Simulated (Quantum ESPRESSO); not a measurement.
# Collinear magnetic orders of Mn3GaC with Quantum ESPRESSO

Wanted: the moments of Mn3GaC and the energy of each order that was tried.

Calculated with Quantum ESPRESSO 7.5; PBEsol; plane waves with GBRV 1.5 PBEsol potentials, no spin-orbit coupling.

### Step 1. The structure

The structure is cubic, space group Pm-3m (No. 221). Conventional cell: a = 3.896 Å, b = 3.896 Å, c = 3.896 Å, α = 90.00°, β = 90.00°, γ = 90.00°. Nearest to Mn lie 2 C at 1.95 Å and 8 Mn at 2.75 Å and 4 Ga at 2.75 Å. Ga has 12 Mn at 2.75 Å nearest. Nearest to C lie 6 Mn at 1.95 Å. Farther neighbours are not listed.

The cell comes from the Crystallography Open Database.

### Step 2. Start 1: ferro +++

The signs are those of the starting moments on the seeded atoms, the atoms that are given a moment.

ASE passes magmoms on as starting_magnetization. pw.x reads values of 1 or more as Bohr magnetons; where all are smaller, it reads them as fractions of the valence charge.

pw.py

```python
from ase import Atoms
from ase.calculators.espresso import Espresso, EspressoProfile

atoms = Atoms(['Mn', 'Mn', 'Mn', 'Ga', 'C'],
    cell=[[3.896, 0.0, 0.0],
         [0.0, 3.896, 0.0],
         [0.0, 0.0, 3.896]],
    scaled_positions=[[0.0, 0.5, 0.5],
         [0.5, 0.0, 0.5],
         [0.5, 0.5, 0.0],
         [0.0, 0.0, 0.0],
         [0.5, 0.5, 0.5]],
    pbc=True,
    magmoms=[3.5, 3.5, 3.5, 0.0, 0.0])
input_data = {
    'control': {'calculation': 'scf', 'prefix': 'pwscf', 'outdir': './tmp', 'disk_io': 'nowf', 'tprnfor': True, 'tstress': True},
    'system': {'ecutwfc': 40.0, 'ecutrho': 280.0, 'nbnd': 50, 'occupations': 'smearing', 'smearing': 'fd', 'degauss': 0.00367493, 'nspin': 2},
    'electrons': {'conv_thr': 1e-08, 'electron_maxstep': 150, 'mixing_beta': 0.3},
}
atoms.calc = Espresso(
    profile=EspressoProfile(command='mpirun -n 2 pw.x -nk 2', pseudo_dir='pseudo'),
    pseudopotentials={'Ga': 'ga_pbesol_v1.4.uspp.F.UPF', 'Mn': 'mn_pbesol_v1.5.uspp.F.UPF', 'C': 'c_pbesol_v1.2.uspp.F.UPF'},
    input_data=input_data,
    kpts=(8, 8, 8),
    koffset=(0, 0, 0))
atoms.get_potential_energy()
energy = atoms.calc.results['free_energy']
print(f'free energy: {energy:.6f} eV')
print('site moments (muB):', atoms.get_magnetic_moments().round(3))
```

espresso.pwi

```
&CONTROL
   calculation      = 'scf'
   tstress          = .true.
   tprnfor          = .true.
   outdir           = './tmp'
   prefix           = 'pwscf'
   disk_io          = 'nowf'
   pseudo_dir       = 'pseudo'
/
&SYSTEM
   nbnd             = 50
   ecutwfc          = 40.0
   ecutrho          = 280.0
   occupations      = 'smearing'
   degauss          = 0.00367493
   smearing         = 'fd'
   nspin            = 2
   starting_magnetization(1) = 3.5
   starting_magnetization(2) = 0.0
   starting_magnetization(3) = 0.0
   ntyp             = 3
   nat              = 5
   ibrav            = 0
/
&ELECTRONS
   electron_maxstep = 150
   conv_thr         = 1e-08
   mixing_beta      = 0.3
/
&IONS
/
&CELL
/
&FCP
/
&RISM
/
ATOMIC_SPECIES
Mn  54.938044 mn_pbesol_v1.5.uspp.F.UPF
Ga  69.723 ga_pbesol_v1.4.uspp.F.UPF
C  12.011 c_pbesol_v1.2.uspp.F.UPF

K_POINTS automatic
8 8 8  0 0 0

CELL_PARAMETERS angstrom
3.89600000000000 0.00000000000000 0.00000000000000
0.00000000000000 3.89600000000000 0.00000000000000
0.00000000000000 0.00000000000000 3.89600000000000

ATOMIC_POSITIONS angstrom
Mn  0.0000000000 1.9480000000 1.9480000000  
Mn  1.9480000000 0.0000000000 1.9480000000  
Mn  1.9480000000 1.9480000000 0.0000000000  
Ga  0.0000000000 0.0000000000 0.0000000000  
C  1.9480000000 1.9480000000 1.9480000000
```

Run with:

```
$ OMP_NUM_THREADS=1 python3 pw.py > pw.log
```

The program printed:

```text
free energy: -14418.483214 eV
site moments (muB): [ 1.785  1.785  1.785 -0.118 -0.163]

--- espresso.pwo ---
Program PWSCF v.7.5 starts

Warning: card &CELL ignored
Warning: card &FCP ignored
Warning: card &RISM ignored

     Message from routine setup:
     using ibrav=0 with symmetry is DISCOURAGED, use correct ibrav instead

     K-points division:     npool     =       2
     Subspace diagonalization in iterative solution of the eigenvalue problem:

     G-vector sticks info
     --------------------
     sticks:   dense  smooth     PW     G-vecs:    dense   smooth      PW
     Sum        1201     681    221                31463    13613    2373

     Using Slab Decomposition

     bravais-lattice index     =            0
     lattice parameter (alat)  =       7.3624  a.u.
     unit-cell volume          =     399.0740 (a.u.)^3
     number of atoms/cell      =            5
     number of atomic types    =            3
     number of electrons       =        68.00
     number of Kohn-Sham states=           50
     kinetic-energy cutoff     =      40.0000  Ry
     charge density cutoff     =     280.0000  Ry
     scf convergence threshold =      1.0E-08
     mixing beta               =       0.3000
     number of iterations used =            8  plain     mixing
     Exchange-correlation= SLA  PW   PSX  PSC
                           (   1   4  10   8   0   0   0)

     celldm(1)=   7.362373  celldm(2)=   0.000000  celldm(3)=   0.000000
     celldm(4)=   0.000000  celldm(5)=   0.000000  celldm(6)=   0.000000

     crystal axes: (cart. coord. in units of alat)
               a(1) = (   1.000000   0.000000   0.000000 )
               a(2) = (   0.000000   1.000000   0.000000 )
               a(3) = (   0.000000   0.000000   1.000000 )

     reciprocal axes: (cart. coord. in units 2 pi/alat)
               b(1) = (  1.000000  0.000000  0.000000 )
               b(2) = (  0.000000  1.000000  0.000000 )
               b(3) = (  0.000000  0.000000  1.000000 )

     PseudoPot. # 1 for Mn read from file:
     mn_pbesol_v1.5.uspp.F.UPF
     Pseudo is Ultrasoft + core correction, Zval = 15.0
     Generated by new atomic code, or converted to UPF format
     Using radial grid of  859 points,  6 beta functions with:
                l(1) =   0
                l(2) =   0
                l(3) =   1
                l(4) =   1
                l(5) =   2
                l(6) =   2
     Q(r) pseudized with  8 coefficients,  rinner =    0.950   0.950   0.950
                                                       0.950   0.950

     PseudoPot. # 2 for Ga read from file:
     ga_pbesol_v1.4.uspp.F.UPF
     Pseudo is Ultrasoft + core correction, Zval = 19.0
     Generated by new atomic code, or converted to UPF format
     Using radial grid of  871 points,  6 beta functions with:
                l(1) =   0
                l(2) =   0
                l(3) =   1
                l(4) =   1
                l(5) =   2
                l(6) =   2
     Q(r) pseudized with  8 coefficients,  rinner =    1.250   1.250   1.250
                                                       1.250   1.250

     PseudoPot. # 3 for C  read from file:
     c_pbesol_v1.2.uspp.F.UPF
     Pseudo is Ultrasoft + core correction, Zval =  4.0
     Generated by new atomic code, or converted to UPF format
     Using radial grid of  721 points,  4 beta functions with:
                l(1) =   0
                l(2) =   0
                l(3) =   1
                l(4) =   1
     Q(r) pseudized with  8 coefficients,  rinner =    1.100   1.100   1.100

     atomic species   valence    mass     pseudopotential
     Mn               15.00    54.93804     Mn( 1.00)
     Ga               19.00    69.72300     Ga( 1.00)
     C                 4.00    12.01100     C ( 1.00)

     Starting magnetic structure
     atomic species   magnetization
     Mn              0.233
     Ga              0.000
     C               0.000

     48 Sym. Ops., with inversion, found

   Cartesian axes

     site n.     atom                  positions (alat units)
         1        Mn     tau(   1) = (   0.0000000   0.5000000   0.5000000  )
         2        Mn     tau(   2) = (   0.5000000   0.0000000   0.5000000  )
         3        Mn     tau(   3) = (   0.5000000   0.5000000   0.0000000  )
         4        Ga     tau(   4) = (   0.0000000   0.0000000   0.0000000  )
         5        C      tau(   5) = (   0.5000000   0.5000000   0.5000000  )

     number of k points=    35  Fermi-Dirac smearing, width (Ry)=  0.0037
                       cart. coord. in units 2pi/alat
        k(    1) = (   0.0000000   0.0000000   0.0000000), wk =   0.0019531
        k(    2) = (   0.0000000   0.0000000   0.1250000), wk =   0.0117188
        k(    3) = (   0.0000000   0.0000000   0.2500000), wk =   0.0117188
        k(    4) = (   0.0000000   0.0000000   0.3750000), wk =   0.0117188
        k(    5) = (   0.0000000   0.0000000  -0.5000000), wk =   0.0058594
        [... 30 further k-points ...]

     Dense  grid:    31463 G-vectors     FFT dimensions: (  40,  40,  40)

     Smooth grid:    13613 G-vectors     FFT dimensions: (  30,  30,  30)

     Check: negative core charge=   -0.000054
     Generating pointlists ...
     new r_m :   0.2063 (alat units)  1.5185 (a.u.) for type    1
     new r_m :   0.2917 (alat units)  2.1475 (a.u.) for type    2
     new r_m :   0.2063 (alat units)  1.5185 (a.u.) for type    3

     Initial potential from superposition of free atoms

     starting charge      65.4997, renormalised to      68.0000
     Starting wfcs are   55 randomized atomic wfcs

     Self-consistent Calculation

     iteration #  1     ecut=    40.00 Ry     beta= 0.30
     Davidson diagonalization with overlap
     ethr =  1.00E-02,  avg # of iterations =  3.3

     total energy              =   -1057.65550707 Ry
     estimated scf accuracy    <       9.70700755 Ry

     total magnetization       =     5.40 Bohr mag/cell
     absolute magnetization    =     5.79 Bohr mag/cell

     iteration #  2     ecut=    40.00 Ry     beta= 0.30
     Davidson diagonalization with overlap
     ethr =  1.00E-02,  avg # of iterations =  2.0

     total energy              =   -1059.62022692 Ry
     estimated scf accuracy    <       0.52221095 Ry

     total magnetization       =     7.40 Bohr mag/cell
     absolute magnetization    =     8.08 Bohr mag/cell

     iteration #  3     ecut=    40.00 Ry     beta= 0.30
     Davidson diagonalization with overlap
     ethr =  7.68E-04,  avg # of iterations =  2.5

     total energy              =   -1059.71918328 Ry
     estimated scf accuracy    <       0.07379479 Ry

     total magnetization       =     6.96 Bohr mag/cell
     absolute magnetization    =     7.67 Bohr mag/cell

     [... further iterations left out ...]

     iteration # 11     ecut=    40.00 Ry     beta= 0.30
     Davidson diagonalization with overlap
     ethr =  6.17E-09,  avg # of iterations =  2.1

     total energy              =   -1059.73906166 Ry
     estimated scf accuracy    <       0.00000046 Ry

     total magnetization       =     5.82 Bohr mag/cell
     absolute magnetization    =     6.58 Bohr mag/cell

     iteration # 12     ecut=    40.00 Ry     beta= 0.30
     Davidson diagonalization with overlap
     ethr =  6.83E-10,  avg # of iterations =  2.5

     total energy              =   -1059.73906225 Ry
     estimated scf accuracy    <       0.00000057 Ry

     total magnetization       =     5.82 Bohr mag/cell
     absolute magnetization    =     6.57 Bohr mag/cell

     iteration # 13     ecut=    40.00 Ry     beta= 0.30
     Davidson diagonalization with overlap
     ethr =  6.83E-10,  avg # of iterations =  1.6

     total energy              =   -1059.73906240 Ry
     estimated scf accuracy    <       0.00000004 Ry

     total magnetization       =     5.82 Bohr mag/cell
     absolute magnetization    =     6.57 Bohr mag/cell

     iteration # 14     ecut=    40.00 Ry     beta= 0.30
     Davidson diagonalization with overlap
     ethr =  5.95E-11,  avg # of iterations =  2.0

     Magnetic moment per site  (integrated on atomic sphere of radius R)
     atom   1 (R=0.206)  charge= 12.0110  magn=  1.7851
     atom   2 (R=0.206)  charge= 12.0110  magn=  1.7851
     atom   3 (R=0.206)  charge= 12.0110  magn=  1.7851
     atom   4 (R=0.292)  charge= 17.6223  magn= -0.1177
     atom   5 (R=0.206)  charge=  3.0534  magn= -0.1632

     End of self-consistent calculation

     [... lines left out ...]
     the Fermi energy is    15.7537 ev

!    total energy              =   -1059.73906250 Ry
     estimated scf accuracy    <          3.1E-09 Ry
     smearing contrib. (-TS)   =      -0.00338364 Ry
     internal energy E=F+TS    =   -1059.73567886 Ry

     The total energy is F=E-TS. E is the sum of the following terms:
     one-electron contribution =    -591.92607225 Ry
     hartree contribution      =     331.52467985 Ry
     xc contribution           =    -130.55769166 Ry
     ewald contribution        =    -668.77659479 Ry

     total magnetization       =     5.82 Bohr mag/cell
     absolute magnetization    =     6.57 Bohr mag/cell

     convergence has been achieved in  14 iterations

     Forces acting on atoms (cartesian axes, Ry/au):

     atom    1 type  1   force =     0.00000000    0.00000000    0.00000000
     atom    2 type  1   force =     0.00000000    0.00000000    0.00000000
     atom    3 type  1   force =     0.00000000    0.00000000    0.00000000
     atom    4 type  2   force =     0.00000000    0.00000000    0.00000000
     atom    5 type  3   force =     0.00000000    0.00000000    0.00000000

     Total force =     0.000000     Total SCF correction =     0.000000

     Computing stress (Cartesian axis) and pressure

          total   stress  (Ry/bohr**3)                   (kbar)     P=     -151.24
  -0.00102810   0.00000000   0.00000000         -151.24        0.00        0.00
   0.00000000  -0.00102810   0.00000000            0.00     -151.24        0.00
   0.00000000   0.00000000  -0.00102810            0.00        0.00     -151.24

=------------------------------------------------------------------------------=
   JOB DONE.
=------------------------------------------------------------------------------=
```

Elapsed: 73 s, on 2 MPI ranks of Arm Neoverse V1, shared host; peak memory 0.42 GiB.

Spin moment in the atom's sphere by atom:

| atom | spin moment in the atom's sphere (μB) |
| --- | --- |
| Mn1 | 1.79 |
| Mn2 | 1.79 |
| Mn3 | 1.79 |
| Ga4 | -0.12 |
| C5 | -0.16 |

This step gave:

* smearing term TS: 0.04604 eV
* pressure: -15.12 GPa
* magnetization: 5.815 μB
* absolute magnetization: 6.569 μB
* final state: ferromagnetic

(Continued in part 2 of 2.)

[Logs and program files are shortened in this print: banners, set-up blocks, solver, clock and traceback lines can be left out without a mark of their own.]

[Logs are printed without paths, hosts, clocks, repeated set-up lines and the standing remarks that a program may print on its own settings, such as how far it seeks lower states.]

[Hosts, paths, dates, database ids (printed as entryN), source tags and the programs' standing remarks are cut or masked in the printed files.]

[Where a cell is said to come from a database of computed structures, the database is the Materials Project.]
